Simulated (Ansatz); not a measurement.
# Squeezing and shearing glassy 77ZrO2-23SiO2 (mol %) (90 atoms), part 4 of 4

How stiff is glassy 77ZrO2-23SiO2 (mol %) (90 atoms), and how do its levels respond to strain?

Ansatz 0.2.0; Kohn-Sham DFT, PBE, PAW (set soft_2), plane waves.

The cell: 23 Zr, 7 Si and 60 O. The quench rate of 50 K/ps far exceeds what a furnace or splat quench reaches. The starting topology of bonds comes from the classical model. Only the Γ point is sampled.

So far. Step 11 (Compressed by 1 % along x): The relaxation converged after 9 steps, 0.0930 eV below its start, with a largest force component of 0.020 eV/Å. Step 11 (Compressed by 1 % along x): Compressed by 1 % along x: the energy stands 0.0363 eV above that of the reference, at a pressure of 0.604 GPa.

### Step 12. Sheared by 2 % in xy

A shear of the relaxed cell gives the modulus that volume changes can't reach.

input.yaml reads:

```yaml
crystal:
  lattice:
    - [10.90511, 0.20932, 0.19966]
    - [0.20628, 10.60106, 0.10121]
    - [0.20067, 0.10321, 10.52396]
  atoms:
    [... the 90 atom lines of step 4 ...]
kpoints:
  mp_grid: { grid: [1, 1, 1] }
hamiltonian:
  xc: pbe
scf:
  occupations: { method: fermi_dirac, width: 0.05 }
output:
  forces: true
  eigenvalues: true
  stress: true
relax:
  f_tol: 0.05
  max_steps: 70
```

Launch:

```sh
$ ansatz run input.yaml --threads 4 --pin off --max-ram 8192MiB --backend cpu --events-out ev --progress --plain --runs-dir out
```

Numbers of over 12 decimals in the logs are rounded to 6 here.

The program printed:

```text
[...]
Crystal: 90 atoms, lattice volume = 1215.645 Å³
Basis set: ecut = 420 eV, 23747 PW (Γ), exchange–correlation on 150×144×144 points (8 copies of the dense FFT grid, shifted against one another)
Bands: 422, of which v1, the nominal top of the filled ones, is band 332 counted from 1 (331 counted from 0)
Symmetry: 1 space group operations
[...]
k-points: 1
[...]
SCF iter   1: F=—  HF=-134858.340208 eV  |F-HF|=—  |Δ(HF+E_count)|=         —  Δρ=3.74e-3  dr2=1.34e-1  ethr=1.77e-3  ⟨swp⟩=6.0  Hψ=1604  notcnv=0  defer=30
[...]
SCF iter   5: F=—  HF=-134858.329764 eV  |F-HF|=—  |Δ(HF+E_count)|=   1.76e-4  Δρ=1.35e-4  dr2=2.13e-4  ethr=1.08e-7  ⟨swp⟩=2.0  Hψ=630  notcnv=0  defer=79
SCF iter   6: F=-134858.329802 eV  HF=-134858.329795 eV  |F-HF|=6.36e-6  |Δ(HF+E_count)|=   3.13e-5  Δρ=5.05e-5  dr2=3.22e-5  ethr=9.41e-9  ⟨swp⟩=10.0  Hψ=2026  notcnv=0
SCF 1 converged in 6 iterations: F = -134858.329802 eV  dr2 = 3.22e-5
[...]
relax step   1: F+E_penalty+E_count = -134858.32980182 eV  Δ(F+E_penalty+E_count) = +0.000e0 eV  max|allowed force component| = 5.849e-1 eV/Å  Δτ_max = 0.0000 Å  (6 SCF iters, dr2 threshold 6.25e-5 eV, accepted)
[...]
relax step   2: F+E_penalty+E_count = -134858.38164211 eV  Δ(F+E_penalty+E_count) = -5.184e-2 eV  max|allowed force component| = 3.362e-1 eV/Å  Δτ_max = 0.0351 Å  (6 SCF iters, dr2 threshold 2.14e-5 eV, accepted)
[...]
relax step   3: F+E_penalty+E_count = -134858.40553614 eV  Δ(F+E_penalty+E_count) = -2.389e-2 eV  max|allowed force component| = 1.624e-1 eV/Å  Δτ_max = 0.0182 Å  (6 SCF iters, dr2 threshold 7.06e-6 eV, accepted)
relax step   4: F+E_penalty+E_count = -134858.36589305 eV  Δ(F+E_penalty+E_count) = +3.964e-2 eV  max|allowed force component| = 2.774e-1 eV/Å  Δτ_max = 0.2000 Å  (8 SCF iters, dr2 threshold 6.15e-6 eV, rejected (line search))
[...]
relax step   5: F+E_penalty+E_count = -134858.41994341 eV  Δ(F+E_penalty+E_count) = -1.441e-2 eV  max|allowed force component| = 4.394e-2 eV/Å  Δτ_max = 0.0498 Å  (10 SCF iters, accepted)
SCF converged after 10 iterations
Free energy (F): -134858.419943 eV
[...]
Internal energy: -134858.419943 eV  (E = F + TS)
E sigma→0 (E₀):  -134858.419943 eV
Fermi energy:    8.858335 eV
[...]
Σ components = -134858.419943   (vs F -134858.419943, Δ=0.00e0)
--- Forces (eV/Å), atoms counted from 1 ---
  atom   1  Zr     0.01325237    -0.00134216     0.00402356
  atom   2  Zr    -0.00496394     0.00280045    -0.00100219
  atom   3  Zr    -0.01564044    -0.00685485    -0.01271670
  atom   4  Zr    -0.02346719    -0.02315267    -0.02609018
[...]
atom  90  O     -0.00282673    -0.00572837    -0.00804648
  max |Σ_I F_I| component: 1.09e-4 eV/Å
--- Stress (GPa, compression-positive) ---
        0.047699      -0.956526      -0.097953
       -0.956525       0.091722       0.008113
       -0.097952       0.008114       0.148675
  P = ⅓ Tr σ = 0.0960 GPa (0.960 kbar)
--- Band table (eV) ---
[...]
--- Relaxed structure (5 steps of the walk, 4 accepted, 0 SCFs on fresh bases) ---
  F+E_penalty+E_count = -134858.41994341 eV   max|allowed force component| = 4.394e-2 eV/Å
  atoms:
    - { symbol: Zr, position: [0.128578, 0.680164, 0.202168] }
    - { symbol: Zr, position: [0.964211, 0.201067, 0.319882] }
    - { symbol: Zr, position: [0.289028, 0.518325, 0.499823] }
    - { symbol: Zr, position: [0.433578, 0.672920, 0.276005] }
[...]
- { symbol: O, position: [0.090153, 0.980418, 0.767441] }
```

Run time: 39 s. Hardware: 4 threads of Intel Xeon 6975P-C (Granite Rapids), shared host; peak memory 1.7 GiB; 2.4 min of CPU time.

The relaxation converged after 5 steps, 0.0901 eV below its start, with a largest force component of 0.044 eV/Å.

Sheared by 2 % in xy: the energy stands 0.0749 eV above that of the reference, at a pressure of 0.0960 GPa.

### Step 13. Pressure against volume

Atoms are relaxed at each volume, in the scaled cell.

| volume change (%) | volume (Å³/atom) | energy change (meV/atom) | pressure (GPa) | largest move on relaxing (Å) | bonds | gap (eV) |
| --- | --- | --- | --- | --- | --- | --- |
| -10 | 12.158 | 27.12 | 7.04 | 1.08 | 182 | 3.41 |
| -6 | 12.698 | 10.40 | 3.90 | 0.53 | 178 | 3.66 |
| -3 | 13.103 | 2.78 | 2.15 | 0.19 | 174 | 3.73 |
| +0 | 13.509 | 0.00 | 0.01 | - | 171 | 3.73 |
| +3 | 13.914 | 2.76 | -2.13 | 0.16 | 170 | 3.68 |
| +6 | 14.319 | 10.26 | -3.87 | 0.40 | 169 | 3.59 |

### Step 14. Uniaxial strain and shear

Stress (GPa, compression positive) less that of the relaxed cell, atoms relaxed:

```
                   strain      xx      yy      zz      xy  energy change (meV/atom)
 stretched by 1 % along x  -0.888  -0.435  -0.572  -0.026                      0.34
compressed by 1 % along x   0.790   0.464   0.524  -0.001                      0.40
     sheared by 2 % in xy   0.014   0.086   0.153  -0.948                      0.83
```

### Step 15. Findings

The bulk modulus, from the slope of pressure against ln V over the three points nearest the relaxed volume, is 71.3 GPa; between neighbouring points the slope runs 72, 56, 70, 72 and 61 GPa from the smallest volume up, without a steady fall, so no pressure derivative is given. The count of bonds runs from 169 to 182 over the series, so at some points contacts cross the cutoffs. At -10 % and -6 % some atom moved by over 0.5 Å on relaxing, so those points may sit in another local minimum. The gap goes from 3.41 eV at the smallest volume to 3.59 eV at the largest, not monotonically (lowest 3.41, highest 3.73 eV), on the run's k-points. In the Cartesian axes of the cell, finite differences give C11 = 83.9, C12 = 45.0, C13 = 54.8 and C66 = 47.4 GPa (the shear of 2 % is the engineering strain, εxy = 0.01). The mean of C11, C12 and C13, which equals the bulk modulus in a cubic or isotropic solid, is 61.2 GPa: it lies 14 % under the bulk modulus from the volumes. For an isotropic solid C66 would equal (C11 − C12)/2 = 19.5 GPa; so small a sample needn't be isotropic, and C66 rests on one shear. The two differ too much for isotropic moduli to be formed.

Caveats: Strains are finite and relaxations stop at the force tolerance of the input, which can leave moduli too stiff; they are those of a static cell at zero temperature. Volumes are changed with the cell's shape held, so in an anisotropic solid the modulus lies over the one under free hydrostatic load. The program notes that the SCF threshold of the relaxations is loose for the stress.

The DFT runs together took 10 min of wall time.

[Logs are printed without paths, hosts, clocks, repeated set-up lines and the standing remarks that a program may print on its own settings, such as how far it seeks lower states.]

[Hosts, paths, dates, database ids (printed as entryN), source tags and the programs' standing remarks are cut or masked in the printed files.]
